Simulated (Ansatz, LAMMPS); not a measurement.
# Charge trapping in Ga2O3 with crystalline order left by the classical run (100 atoms): runs compared

Does an extra electron or hole in Ga2O3 with crystalline order left by the classical run (100 atoms) stay spread out, or do the atoms trap it?

Computed with Ansatz 0.2.0: Kohn-Sham DFT, revPBE, PAW (set soft_1), plane waves; PAW set soft_1.

### Step 1. The cell

The cell holds 100 atoms: 40 Ga and 60 O. Its edges and angles: a = 10.014 Å, b = 10.014 Å, c = 10.014 Å, α = 90.0°, β = 90.0°, γ = 90.0°. 100 atoms (40 Fe, 60 O) placed at random at 4.44 g/cm³, melted at 5000 K for 10 ps at fixed volume with the Morse and Coulomb pair potential with partial charges (Pedone, Malavasi, Menziani, Cormack and Segre, J. Phys. Chem. B 110, 11780 (2006)). Quenched from 5000 K to 300 K at 200 K/ps and fixed volume, held 10 ps at zero pressure, then minimised at fixed cell. Then Fe was replaced by Ga and the cell scaled by 1.003 (the potential has no terms for the new elements, so the cell is a start for a DFT relaxation).

Limits known from the start: The quench rate of 200 K/ps is many orders above laboratory rates, so the cell is likely richer in defects and strain than a real sample. The starting topology of bonds comes from the classical model, and needn't be the one that DFT or experiment would give. The Brillouin zone is sampled at Γ only, in a cell whose shortest periodic width is 10 Å.

### Step 2. The reference run

The reference is a single point at the end of the relaxation.

The charged cells start from the geometry of this run, on a uniform background, with spin and a narrow Fermi–Dirac smearing.

Its input, with most atom lines left out:

```yaml
crystal:
  lattice:
    - [10.0136, 0.0, 0.0]
    - [0.0, 10.0136, 0.0]
    - [0.0, 0.0, 10.0136]
  atoms:
    - { symbol: Ga, position: [0.87832, 0.74187, 0.86343] }
    - { symbol: Ga, position: [0.47026, 0.55427, 0.46733] }
    - { symbol: Ga, position: [0.63427, 0.10545, 0.49894] }
    - { symbol: Ga, position: [0.18354, 0.69647, 0.97534] }
    - { symbol: Ga, position: [0.03246, 0.99747, 0.87081] }
    - { symbol: Ga, position: [0.05666, 0.84677, 0.17033] }
    - { symbol: Ga, position: [0.94207, 0.36234, 0.36157] }
    [... atom lines 8 to 100 left out ...]
kpoints:
  mp_grid: { grid: [1, 1, 1] }
hamiltonian:
  xc: revpbe
  pseudopotentials: { kind: paw, azcp: { folder: soft_1 } }
scf:
  occupations: { method: gaussian, width: 0.05 }
output:
  forces: true
  stress: true
  populations: intrinsic
  dos:
    method: { smearing: { sigma: 0.15 } }
    de: 0.1
    projected: { site_lists: { Ga: [Ga], O: [O] } }
  eigenvalues: true
  write_density: true
  write_potential: true
  volumetric_format: npy
  elf: true
```

```
free energy per atom   : -1856.1541 eV/atom
r.m.s. force component : 0.00866 eV/Å
pressure               : 14.35 GPa
```

Filled and empty levels are parted by 1.96 eV (at Γ alone); a semilocal functional tends to put such gaps too low. In a disordered cell it changes from sample to sample, and tail or defect levels can set it.

### Step 3. The runs

Each row is one run, on 4 threads of Intel Xeon at 2.60GHz (Ice Lake), shared host. The free energy is the program's total, comparable only between runs with the same functional; between charge states it hangs on the program's zero of potential.

| run | atoms | outcome | relaxation steps | free energy (eV) | time | host memory (GiB) |
| --- | --- | --- | --- | --- | --- | --- |
| Single point at the start | 100 | converged | - | -185612.071 | 15 s | 1.7 |
| Relaxation | 100 | converged | 13 | -185615.406 | 2 min | 1.7 |
| Single point at the relaxed geometry | 100 | converged | - | -185615.406 | 22 s | 1.8 |
| An extra electron, atoms held | 100 | converged | - | -185604.223 | 46 s | 2.9 |
| An extra electron, atoms relaxed | 100 | converged | 3 | -185604.233 | 72 s | 2.8 |
| An extra electron, levels at the relaxed geometry | 100 | converged | - | -185604.233 | 55 s | 2.9 |
| Neutral at the geometry of the electron | 100 | converged | - | -185615.398 | 18 s | 1.8 |
| An extra hole, atoms held | 100 | converged | - | -185624.534 | 62 s | 2.9 |
| An extra hole, atoms relaxed | 100 | converged | 5 | -185624.639 | 2.2 min | 2.8 |
| An extra hole, levels at the relaxed geometry | 100 | converged | - | -185624.639 | 54 s | 2.9 |
| Neutral at the geometry of the hole | 100 | converged | - | -185615.197 | 19 s | 1.8 |

Local excerpt of 8 atoms (numbers count through the whole input) about O42, which holds the most spin of the extra hole after relaxation; x, y, z are measured from there.

| atom | x | y | z | distance (Å) | intrinsic-atomic-orbital charge (e) | moment (μB) |
| --- | --- | --- | --- | --- | --- | --- |
| O42 | 0.00 | 0.00 | 0.00 | 0.00 | -0.63 | 0.19 |
| Ga40 | -0.86 | 0.50 | -1.60 | 1.88 | 1.05 | 0.00 |
| Ga9 | 1.07 | -1.31 | 0.93 | 1.93 | 1.09 | 0.00 |
| Ga1 | 0.43 | 1.48 | 1.22 | 1.96 | 1.07 | 0.00 |
| O73 | 2.09 | 0.49 | 1.05 | 2.39 | -0.64 | 0.15 |
| O53 | -0.36 | 0.26 | 2.61 | 2.64 | -0.71 | 0.00 |
| O80 | -2.28 | -0.80 | -1.35 | 2.77 | -0.69 | 0.07 |
| O46 | -1.91 | 1.88 | -0.74 | 2.78 | -0.72 | 0.01 |

### Step 4. Energies and spread of the extra charge

Energies are differences within one cell and functional; the shift is the gain plus the neutral cell's energy at the new geometry, that is how much cheaper the vertical process becomes there. The spread is the participation number of the site moments (1/Σw², over the spin inside atomic spheres), with the atom that holds the largest share and the spin that the spheres hold in all.

| carrier | charged less neutral, atoms held (eV) | gain on relaxing (eV) | neutral cell at that geometry, less the reference (eV) | shift of the vertical energy (eV) | spread, atoms held | spread, relaxed |
| --- | --- | --- | --- | --- | --- | --- |
| electron | 11.183 | 0.011 | 0.008 | 0.019 | 91; Ga28 2 % of 0.23 μB | 90; Ga28 2 % of 0.24 μB |
| hole | -9.128 | 0.105 | 0.209 | 0.315 | 20; O42 10 % of 0.91 μB | 9; O42 21 % of 0.91 μB |

### Step 5. Outcome

The extra electron gains 0.011 eV as the atoms relax, and its spin stays on about 90 atoms: it stays spread out at this level. With the atoms held, the spheres hold only 0.23 of the 0.59 μB, so the spread is read from a small part of the spin. The extra hole gains 0.11 eV as the atoms relax, and its spin goes from about 20 to 9 atoms: a partial localisation, with a modest gain. Adding the two vertical energies gives 2.06 eV, against a gap of 1.96 eV in the neutral cell. The zero of the potential cancels in this sum; the excess likely reflects the charging energy of carriers confined to few atoms or to a small cell, partly offset by their attraction to the background.

**Limits.** Single energies of charged cells hang on the program's zero of potential. In the spin-polarised runs the search for a state of lower energy was switched off. No distortion was seeded, so a trapped state behind a barrier can't be found. Semilocal functionals favour spread-out charges, so trapping can be missed. In the spin-polarised runs the search for a state of lower energy was switched off. The pressure of 14 GPa shows the cell to be compressed for this functional. Charged cells carry a uniform background, with no correction for images.

The DFT runs together took 10 min of wall time.

[Long decimals in the printed logs are rounded to 6 places.]

[Logs are printed without paths, hosts, clocks, repeated set-up lines and the standing remarks that a program may print on its own settings, such as how far it seeks lower states.]

[Hosts, paths, dates, database ids (printed as entryN), source tags and the programs' standing remarks are cut or masked in the printed files.]
